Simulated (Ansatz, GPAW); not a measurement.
# Co3HgP (model structure): optical spectrum from first principles

Aim: the dielectric function of Co3HgP (model structure), and the optical constants that follow from it. The structure is a model built here, which may or may not match a known phase. It was built so: All Cd replaced by Hg and N replaced by P in the Pm-3m structure of CdCo3N. The cell is first relaxed with Ansatz.

Main program and level: GPAW 26.7.0; DFT, revPBE, plane-wave PAW (GPAW data sets), scalar-relativistic, RPA, optical limit.

**1. The starting structure**

The structure is cubic, space group Pm-3m (No. 221). The conventional cell has a = 3.982 Å, b = 3.982 Å, c = 3.982 Å, α = 90.00°, β = 90.00°, γ = 90.00°. Nearest to Hg lie 12 Co at 2.82 Å. Nearest to Co lie 2 P at 1.99 Å and 8 Co at 2.82 Å and 4 Hg at 2.82 Å. Nearest to P lie 6 Co at 1.99 Å. All Cd replaced by Hg and N replaced by P in the Pm-3m structure of CdCo3N. Farther neighbours are not listed.

**2. Relaxation**

The structure was built or cut out here, so it is relaxed before any spectrum is computed.

This step: DFT, revPBE, plane-wave PAW, default files, scalar-relativistic, relaxation (Ansatz 0.2.0).

input.yaml

```yaml
crystal:
  lattice:
    - [3.98184105, 0.0, 0.0]
    - [0.0, 3.98184105, 0.0]
    - [0.0, 0.0, 3.98184105]
  atoms:
    - { symbol: Hg, position: [0.0, 0.0, 0.0] }
    - { symbol: Co, position: [0.5, 0.5, 0.0], spin: 2.0 }
    - { symbol: Co, position: [0.5, 0.0, 0.5], spin: 2.0 }
    - { symbol: Co, position: [0.0, 0.5, 0.5], spin: 2.0 }
    - { symbol: P, position: [0.5, 0.5, 0.5] }
magnetization:
  spin_polarized: true
kpoints:
  mp_grid: { grid: [6, 6, 6] }
scf:
  occupations: { method: fermi_dirac, width: 0.05 }
hamiltonian:
  xc: revpbe
output:
  forces: true
  stress: true
relax:
  f_tol: 0.02
  max_steps: 50
  cell: {}
```

Launch:

```bash
ansatz run input.yaml --threads 1 --pin off --max-ram 4096MiB --backend cpu --events-out ev --progress --plain --runs-dir out
```

Numbers of over 12 decimals in the logs are rounded to 6 here.

The program printed:

```text
Engine: ansatz 0.2.0, x86_64-unknown-linux-gnu
Pseudopotentials: kind: paw
Pseudopotential: Hg, paw, valence charge 20, recommended cutoff 420 eV (normal), Hg.paw.azcp
Pseudopotential: Co, paw, valence charge 17, recommended cutoff 420 eV (normal), Co.paw.azcp
Pseudopotential: P, paw, valence charge 5, recommended cutoff 420 eV (normal), P.paw.azcp
Functional definition: revPBE
  parameter kappa = 1.245
  parameter beta = 0.066725
  exchange = pbe_x(kappa = kappa, mu = beta*pi^2/3)
  correlation = pbe_c(beta = beta)
Crystal: 5 atoms, lattice volume = 63.132 Å³
Basis set: ecut = 420 eV, 1237 PW (Γ), exchange–correlation on 54×54×54 points (8 copies of the dense FFT grid, shifted against one another)
Bands: 50, of which v1, the nominal top of the filled ones, is band 38 counted from 1 (37 counted from 0)
Symmetry: 48 space group operations
Space group: Pm-3m (ITA 221), of the structure as read, at distance tolerance 4.0e-5 Å
Magnetic group: BNS 221.92 (UNI 1594), of the structure as read, at distance tolerance 4.0e-5 Å
k-points: 20 of 216
Non-local potential: Hg, projectors of the file, l = 0: 3, l = 1: 2, l = 2: 2, l = 3: 1
Non-local potential: Co, projectors of the file, l = 0: 3, l = 1: 2, l = 2: 3, l = 3: 1
Non-local potential: P, projectors of the file, l = 0: 2, l = 1: 2, l = 2: 2
PAW form: soft (Blöchl's): semilocal exchange-correlation on the pseudo side does not see the compensation charge
PAW frozen core: Hg, regenerated for the run's functional, and the local potential with it (the file was generated under x = pbe(κ = 0.804, μ = 0.219515), c = pbe(β = 0.066725))
PAW frozen core: Co, regenerated for the run's functional, and the local potential with it (the file was generated under x = pbe(κ = 0.804, μ = 0.219515), c = pbe(β = 0.066725))
PAW frozen core: P, regenerated for the run's functional, and the local potential with it (the file was generated under x = pbe(κ = 0.804, μ = 0.219515), c = pbe(β = 0.066725))
PAW one-centre angular grid: Hg, 590 points (default); XC on 64 Gauss nodes
PAW one-centre angular grid: Co, 590 points (default); XC on 64 Gauss nodes
PAW one-centre angular grid: P, 110 points (default); XC on 64 Gauss nodes
Initial density: superposition of atomic densities (chi_scale 0.1, normalization cell)
Starting moments: Σ|m| = 6 μB on 3 of 5 sites
Initial wavefunctions: pseudopotential atomic-orbital guess
Functional: x = revpbe(κ = 1.245, μ = 0.219515), c = pbe(β = 0.066725)
SCF iter   1: F=—  HF=-29964.809640 eV  |F-HF|=—  |Δ(HF+E_count)|=         —  Δρ=5.14e-2 (↑5.14e-2 ↓4.57e-2)  dr2=8.61e0  dr2_m=3.06e-1  M=4.657 μB ∫|m|=5.214 μB  β_m=0.30  ethr=3.10e-3  ⟨swp⟩=7.0  Hψ=8279  notcnv=0  defer=10
Mixer restart at iter 1: flushing history
preconditioner: auto → Kerker (q_TF=auto, 2.814 Å⁻¹)  [metal: Δε(μ)=0.037 eV  Ē_g=9.583 eV  σ=0.050 eV  W_gap=0.18  n_scr=26 (ndim 8)  ℏωp=31.0 eV  f_vac=0.000  D(μ)=6.92/eV (n_scr^D=80)]
spin=Collinear: Kerker preconditioning applied to the charge; magnetization (m = ρ↑ − ρ↓) channel mixes plain (no charge-response kernel on spin).
SCF iter   2: F=—  HF=-29964.997741 eV  |F-HF|=—  |Δ(HF+E_count)|=   1.88e-1  Δρ=3.94e-2 (↑2.97e-2 ↓3.94e-2)  dr2=5.12e0  dr2_m=2.63e-1  M=4.473 μB ∫|m|=4.970 μB  β_m=0.53  ethr=3.10e-3  ⟨swp⟩=2.2  Hψ=2610  notcnv=0  defer=148
SCF iter   3: F=—  HF=-29968.021876 eV  |F-HF|=—  |Δ(HF+E_count)|=    3.02e0  Δρ=3.14e-2 (↑2.58e-2 ↓3.14e-2)  dr2=1.45e0  dr2_m=3.65e-1  M=3.944 μB ∫|m|=4.385 μB  β_m=0.56  ethr=3.10e-3  ⟨swp⟩=2.9  Hψ=3168  notcnv=0  defer=151
SCF iter   4: F=—  HF=-29968.534417 eV  |F-HF|=—  |Δ(HF+E_count)|=   5.13e-1  Δρ=4.11e-2 (↑1.42e-2 ↓4.11e-2)  dr2=8.77e-1  dr2_m=3.99e-1  M=3.198 μB ∫|m|=3.692 μB  β_m=0.47  ethr=1.91e-3  ⟨swp⟩=2.4  Hψ=2640  notcnv=0  defer=144
SCF iter   5: F=—  HF=-29968.733653 eV  |F-HF|=—  |Δ(HF+E_count)|=   1.99e-1  Δρ=3.10e-2 (↑3.10e-2 ↓1.00e-2)  dr2=3.23e-1  dr2_m=1.35e-1  M=2.595 μB ∫|m|=3.052 μB  β_m=0.89  ethr=1.15e-3  ⟨swp⟩=3.1  Hψ=3330  notcnv=0  defer=143
SCF iter   6: F=—  HF=-29968.751572 eV  |F-HF|=—  |Δ(HF+E_count)|=   1.79e-2  Δρ=9.95e-3 (↑9.95e-3 ↓8.52e-3)  dr2=9.40e-3  dr2_m=4.42e-2  M=2.404 μB ∫|m|=2.768 μB  β_m=0.89  ethr=4.25e-4  ⟨swp⟩=2.2  Hψ=3051  notcnv=0  defer=148
SCF iter   7: F=—  HF=-29968.773666 eV  |F-HF|=—  |Δ(HF+E_count)|=         —  Δρ=1.15e-2 (↑2.23e-3 ↓1.15e-2)  dr2=3.59e-2  dr2_m=2.56e-2  M=2.122 μB ∫|m|=2.415 μB  β_m=0.89  ethr=1.24e-5  ⟨swp⟩=2.2  Hψ=3831  notcnv=0  defer=148
Mixer restart at iter 7: flushing history
SCF iter   8: F=—  HF=-29968.780380 eV  |F-HF|=—  |Δ(HF+E_count)|=   6.71e-3  Δρ=7.53e-3 (↑7.53e-3 ↓1.87e-3)  dr2=2.14e-2  dr2_m=5.71e-3  M=2.076 μB ∫|m|=2.354 μB  β_m=0.88  ethr=1.24e-5  ⟨swp⟩=2.2  Hψ=3926  notcnv=0  defer=152
SCF iter   9: F=—  HF=-29968.779264 eV  |F-HF|=—  |Δ(HF+E_count)|=   1.12e-3  Δρ=5.83e-3 (↑3.44e-3 ↓5.83e-3)  dr2=2.96e-2  dr2_m=9.31e-4  M=2.068 μB ∫|m|=2.339 μB  β_m=0.73  ethr=1.24e-5  ⟨swp⟩=2.3  Hψ=4086  notcnv=0  defer=148
SCF iter  10: F=—  HF=-29968.771462 eV  |F-HF|=—  |Δ(HF+E_count)|=   7.80e-3  Δρ=9.98e-4 (↑9.98e-4 ↓5.08e-4)  dr2=7.39e-4  dr2_m=3.73e-5  M=2.053 μB ∫|m|=2.319 μB  β_m=0.87  ethr=1.24e-5  ⟨swp⟩=2.0  Hψ=3808  notcnv=0  defer=152
SCF iter  11: F=—  HF=-29968.771447 eV  |F-HF|=—  |Δ(HF+E_count)|=   1.52e-5  Δρ=1.33e-4 (↑1.33e-4 ↓8.37e-5)  dr2=4.81e-6  dr2_m=6.08e-6  M=2.052 μB ∫|m|=2.317 μB  β_m=0.84  ethr=9.72e-7  ⟨swp⟩=2.0  Hψ=2561  notcnv=0  defer=152
SCF iter  12: F=—  HF=-29968.771543 eV  |F-HF|=—  |Δ(HF+E_count)|=   9.60e-5  Δρ=9.57e-5 (↑4.57e-5 ↓9.57e-5)  dr2=8.53e-7  dr2_m=2.79e-6  M=2.050 μB ∫|m|=2.314 μB  β_m=0.92  ethr=6.33e-9  ⟨swp⟩=2.0  Hψ=3495  notcnv=0  defer=152
SCF iter  13: F=—  HF=-29968.771543 eV  |F-HF|=—  |Δ(HF+E_count)|=   6.54e-7  Δρ=1.09e-5 (↑4.52e-6 ↓1.09e-5)  dr2=2.36e-8  dr2_m=2.27e-8  M=2.048 μB ∫|m|=2.312 μB  β_m=0.96  ethr=1.12e-9  ⟨swp⟩=2.0  Hψ=3406  notcnv=0  defer=152
SCF iter  14: F=-29968.771543 eV  HF=-29968.771543 eV  |F-HF|=7.64e-11  |Δ(HF+E_count)|=   7.13e-9  Δρ=2.50e-6 (↑2.46e-6 ↓2.50e-6)  dr2=9.27e-10  dr2_m=2.55e-9  M=2.048 μB ∫|m|=2.312 μB  ethr=3.10e-11  ⟨swp⟩=1.9  Hψ=6194  notcnv=0
SCF 1 converged in 14 iterations: F = -29968.771543 eV  dr2 = 9.27e-10
  greatest PAW one-centre occupation: 1.001 electrons in one spin orbital (limit 2), on the Co atom at site 3 (counted from 0), in its partial waves of l = 1
relax step   1: F+E_penalty+E_count = -29968.77154327 eV  Δ(F+E_penalty+E_count) = +0.000e0 eV  max|allowed force component| = 1.431e-28 eV/Å  Δτ_max = 0.0000 Å  P = +29.229 GPa  Ω = 63.132 Å³  (14 SCF iters, dr2 threshold 1.00e-7 eV, accepted)
[...]
SCF iter   9: F=-29969.626721 eV  HF=-29969.626722 eV  |F-HF|=1.60e-7  |Δ(HF+E_count)|=   2.57e-8  Δρ=1.19e-5 (↑6.55e-6 ↓1.19e-5)  dr2=1.89e-7  dr2_m=5.55e-9  M=2.643 μB ∫|m|=3.035 μB  ethr=5.91e-11  ⟨swp⟩=2.0  Hψ=7192  notcnv=0
SCF 3 converged in 9 iterations: F = -29969.626721 eV  dr2 = 1.89e-7
  greatest PAW one-centre occupation: 1.001 electrons in one spin orbital (limit 2), on the Co atom at site 1 (counted from 0), in its partial waves of l = 1
relax step   3: F+E_penalty+E_count = -29969.62672141 eV  Δ(F+E_penalty+E_count) = -2.107e-2 eV  max|allowed force component| = 3.907e-29 eV/Å  Δτ_max = 0.0000 Å  P = +0.850 GPa  Ω = 73.545 Å³  energy of the carried Pulay correction = -7.296e-3 eV  (9 SCF iters, dr2 threshold 5.00e-7 eV, accepted)
[...]
relax step   4: F+E_penalty+E_count = -29969.62767428 eV  Δ(F+E_penalty+E_count) = -9.529e-4 eV  max|allowed force component| = 1.582e-29 eV/Å  Δτ_max = 0.0000 Å  P = +0.030 GPa  Ω = 74.001 Å³  energy of the carried Pulay correction = -7.591e-3 eV  (9 SCF iters, dr2 threshold 5.00e-7 eV, accepted)
[...]
relax step   5: F+E_penalty+E_count = -29969.64959158 eV  Δ(F+E_penalty+E_count) = -2.192e-2 eV  max|allowed force component| = 3.176e-29 eV/Å  Δτ_max = 0.0000 Å  P = +0.724 GPa  Ω = 74.001 Å³  stress off target by 7.24e-1 GPa  SCF on the basis re-selected at this cell (its energy is not comparable with the rows above)  (13 SCF iters)
[...]
relax step   6: F+E_penalty+E_count = -29969.65036634 eV  Δ(F+E_penalty+E_count) = -7.748e-4 eV  max|allowed force component| = 2.260e-28 eV/Å  Δτ_max = 0.0000 Å  P = +0.083 GPa  Ω = 74.408 Å³  energy of the carried Pulay correction = -2.456e-4 eV  (8 SCF iters, dr2 threshold 5.00e-7 eV, accepted)
[...]
relax step   7: F+E_penalty+E_count = -29969.65034784 eV  Δ(F+E_penalty+E_count) = +1.850e-5 eV  max|allowed force component| = 3.148e-29 eV/Å  Δτ_max = 0.0000 Å  P = +0.003 GPa  Ω = 74.459 Å³  energy of the carried Pulay correction = -2.778e-4 eV  (8 SCF iters, dr2 threshold 1.71e-8 eV, accepted)
iter 1 solved again at ethr=1.46e-7 eV; its pass at ethr=3.10e-3 eV (dr2=1.11e-4 eV) is discarded
SCF iter   1: F=—  HF=-29969.650070 eV  |F-HF|=—  |Δ(HF+E_count)|=         —  Δρ=2.10e-4 (↑1.53e-4 ↓2.10e-4)  dr2=2.14e-6  dr2_m=6.50e-7  M=2.710 μB ∫|m|=3.112 μB  β_m=0.65  ethr=1.46e-7  ⟨swp⟩=3.8  Hψ=13746  notcnv=0
preconditioner: auto → Kerker (q_TF=auto, 2.207 Å⁻¹)  [metal: Δε(μ)=0.013 eV  Ē_g=9.051 eV  σ=0.050 eV  W_gap=0.07  n_scr=18 (ndim 8)  ℏωp=28.5 eV  f_vac=0.000  D(μ)=4.85/eV (n_scr^D=56)]
spin=Collinear: Kerker preconditioning applied to the charge; magnetization (m = ρ↑ − ρ↓) channel mixes plain (no charge-response kernel on spin).
SCF iter   2: F=—  HF=-29969.650529 eV  |F-HF|=—  |Δ(HF+E_count)|=   4.58e-4  Δρ=7.45e-5 (↑5.47e-5 ↓7.45e-5)  dr2=2.59e-7  dr2_m=8.31e-8  M=2.710 μB ∫|m|=3.113 μB  β_m=0.65  ethr=2.82e-9  ⟨swp⟩=2.1  Hψ=2812  notcnv=0
SCF iter   3: F=—  HF=-29969.650596 eV  |F-HF|=—  |Δ(HF+E_count)|=   6.69e-5  Δρ=4.06e-6 (↑4.06e-6 ↓3.40e-6)  dr2=1.13e-8  dr2_m=3.71e-10  M=2.710 μB ∫|m|=3.113 μB  β_m=0.55  ethr=3.41e-10  ⟨swp⟩=2.0  Hψ=2636  notcnv=0
SCF iter   4: F=—  HF=-29969.650596 eV  |F-HF|=—  |Δ(HF+E_count)|=   6.53e-8  Δρ=1.38e-6 (↑1.25e-6 ↓1.38e-6)  dr2=3.13e-9  dr2_m=2.57e-11  M=2.710 μB ∫|m|=3.113 μB  β_m=0.64  ethr=1.49e-11  ⟨swp⟩=2.1  Hψ=3501  notcnv=0
SCF iter   5: F=—  HF=-29969.650580 eV  |F-HF|=—  |Δ(HF+E_count)|=   1.59e-5  Δρ=1.41e-6 (↑5.93e-7 ↓1.41e-6)  dr2=2.12e-9  dr2_m=1.59e-10  M=2.710 μB ∫|m|=3.113 μB  β_m=0.82  ethr=4.12e-12  ⟨swp⟩=2.1  Hψ=3259  notcnv=0
SCF iter   6: F=—  HF=-29969.650580 eV  |F-HF|=—  |Δ(HF+E_count)|=   2.94e-9  Δρ=6.91e-7 (↑3.35e-7 ↓6.91e-7)  dr2=4.05e-10  dr2_m=6.59e-11  M=2.710 μB ∫|m|=3.112 μB  β_m=0.84  ethr=2.79e-12  ⟨swp⟩=2.0  Hψ=2903  notcnv=0
SCF iter   7: F=—  HF=-29969.650580 eV  |F-HF|=—  |Δ(HF+E_count)|=  4.73e-11  Δρ=4.65e-7 (↑1.79e-7 ↓4.65e-7)  dr2=9.93e-11  dr2_m=5.50e-11  M=2.709 μB ∫|m|=3.112 μB  β_m=0.92  ethr=1.00e-12  ⟨swp⟩=1.3  Hψ=2034  notcnv=0
SCF iter   8: F=—  HF=-29969.650580 eV  |F-HF|=—  |Δ(HF+E_count)|=  1.38e-10  Δρ=7.22e-8 (↑4.46e-8 ↓7.22e-8)  dr2=7.61e-12  dr2_m=6.39e-13  M=2.709 μB ∫|m|=3.112 μB  β_m=0.94  ethr=1.00e-12  ⟨swp⟩=2.0  Hψ=2505  notcnv=0
SCF iter   9: F=-29969.650580 eV  HF=-29969.650580 eV  |F-HF|=0.00e0  |Δ(HF+E_count)|=    0.00e0  Δρ=3.97e-8 (↑3.03e-8 ↓3.97e-8)  dr2=2.28e-12  dr2_m=4.52e-14  M=2.709 μB ∫|m|=3.112 μB  ethr=1.00e-12  ⟨swp⟩=3.0  Hψ=6104  notcnv=0
SCF 8 converged in 9 iterations: F = -29969.650580 eV  dr2 = 2.28e-12
relax step   8: F+E_penalty+E_count = -29969.65057977 eV  Δ(F+E_penalty+E_count) = -2.319e-4 eV  max|allowed force component| = 1.699e-29 eV/Å  Δτ_max = 0.0000 Å  P = -0.003 GPa  Ω = 74.459 Å³  stress off target by 3.37e-3 GPa  SCF on the basis re-selected at this cell (its energy is not comparable with the rows above)  (9 SCF iters)
basis re-selected at this cell: Δ(F+E_penalty+E_count) = -2.319e-4 eV, ΔP = -0.007 GPa vs the last step (what re-selecting the basis moved, of the pressure what is left beyond the Pulay correction that the steps carried, after the strain that the cell walked since its last selection, with what the two solves' SCF thresholds leave and, on support functions, any second-order correction that the steps lacked; it is no m [...]
SCF converged after 9 iterations
Magnetization: 2.7095 μB (39.3547 up, 36.6453 down)
Absolute magnetization: 3.1124 μB (∫|ρ↑−ρ↓|, with the PAW one-centre terms)
Spin contamination: 0.0660 ħ² per cell (⟨S²⟩ above its minimum at these occupations)
Per-site moments (μB) at R_I (Å): [(-0.042355, 1.227105), (0.926431, 0.867694), (0.926431, 0.867694), (0.926431, 0.867694), (-0.016525, 0.867694)]
Free energy (F): -29969.650580 eV
Harris-Foulkes:  -29969.650580 eV  (|F-HF|=0.00e0)
Internal energy: -29969.610224 eV  (E = F + TS)
E sigma→0 (E₀):  -29969.630402 eV
Entropy (-TS):   -0.040356 eV (-8.071 meV/atom)
Fermi energy:    14.690814 eV
--- Per-component energies (eV) ---
  E_band       = -1269.715863
  E_kinetic    = 2034.719341
  E_local      = -12570.544177  (includes V_loc(G=0)·N_el)
  E_nonlocal   = 1489.257013
  E_hartree    = 5323.246661
  E_xc         = -756.811409
  E_vxc        = -934.587743  (∫ρ·V_xc dr)
  E_paw        = -15095.124168  (= ΣΔE_a)
  E_vpaw       = -1935.054714  (= ΣTr[D̂ρ^β])
  E_aug_tail   = 0.001211  (compensation charges beyond the density's cutoff)
  E_ewald      = -10394.190584
  E_core_change = -0.164112  (= ΣΔE_core)
  E_smearing   = -0.040356  (= −TS)
  E_closure    = -0.000000  (closes the sum)
  Σ components = -29969.650580   (vs F -29969.650580, Δ=0.00e0)
--- Forces (eV/Å), atoms counted from 1 ---
  atom   1  Hg     0.00000000     0.00000000    -0.00000000
  atom   2  Co    -0.00000000    -0.00000000     0.00000000
  atom   3  Co    -0.00000000     0.00000000    -0.00000000
  atom   4  Co     0.00000000     0.00000000     0.00000000
  atom   5  P     -0.00000000     0.00000000     0.00000000
  max |Σ_I F_I| component: 4.13e-29 eV/Å
--- Stress (GPa, compression-positive) ---
       -0.003370      -0.000000       0.000000
       -0.000000      -0.003370       0.000000
       -0.000000       0.000000      -0.003370
  P = ⅓ Tr σ = -0.0034 GPa (-0.034 kbar)
--- Relaxed structure (6 steps of the walk, 6 accepted, 2 SCFs on fresh bases) ---
  F+E_penalty+E_count = -29969.65057977 eV   max|allowed force component| = 1.699e-29 eV/Å   (the final SCF, on the basis selected at the relaxed cell)
  cell:  # Å, volume = 74.4592 Å³
    - [4.207003, 0, 0]
    - [0, 4.207003, 0.0]
    - [0, 0.0, 4.207003]
  atoms:
    - { symbol: Hg, position: [0, 0, 0] }
    - { symbol: Co, position: [0.5, 0.5, 0] }
    - { symbol: Co, position: [0.5, 0, 0.5] }
    - { symbol: Co, position: [0, 0.5, 0.5] }
    - { symbol: P, position: [0.5, 0.5, 0.5] }
```

Run time: 54 s. Hardware: 1 thread of Intel Xeon Platinum 8488C (Sapphire Rapids), shared host; peak memory 0.51 GiB.

Step by step:

```tsv
step	energy less that of the first step (eV)	largest force component (eV/Å)	pressure (GPa)	volume (Å³)
1	0.0000	0.0000	29.23	63.13
2	-0.8341	0.0000	3.80	72.00
3	-0.8552	0.0000	0.85	73.54
4	-0.8561	0.0000	0.03	74.00
5*	-0.8780	0.0000	0.72	74.00
6	-0.8788	0.0000	0.08	74.41
7	-0.8788	0.0000	0.00	74.46
8*	-0.8790	0.0000	0.00	74.46
```

Relaxation steps marked * repeat the geometry before them on a plane-wave basis chosen anew for their cell, so energy and pressure can jump there.

The run keeps the 48 symmetry operations that it works with, so distortions that break them were not tested.

```tsv
conventional cell, symmetrised	before	after	change
a (Å)	3.982	4.207	+5.7 %
b (Å)	3.982	4.207	+5.7 %
c (Å)	3.982	4.207	+5.7 %
volume (Å³/atom)	12.63	14.89	+17.9 %
```

The relaxed structure:

```xyz
5
Lattice="4.2070 0.0000 0.0000 0.0000 4.2070 0.0000 0.0000 0.0000 4.2070" Properties=species:S:1:pos:R:3 pbc="T T T"
Hg    0.0000    0.0000    0.0000
Co    2.1035    2.1035    0.0000
Co    2.1035    0.0000    2.1035
Co    0.0000    2.1035    2.1035
P     2.1035    2.1035    2.1035
```

The relaxation ends with a pressure of 0.00 GPa.

[end of part 1 of 3]

[Machine, clock and banner lines and Python warnings are left out of the logs.]

[Logs are printed without paths, hosts, clocks, repeated set-up lines and the standing remarks that a program may print on its own settings, such as how far it seeks lower states.]

[Hosts, paths, dates, database ids (printed as entryN), source tags and the programs' standing remarks are cut or masked in the printed files.]
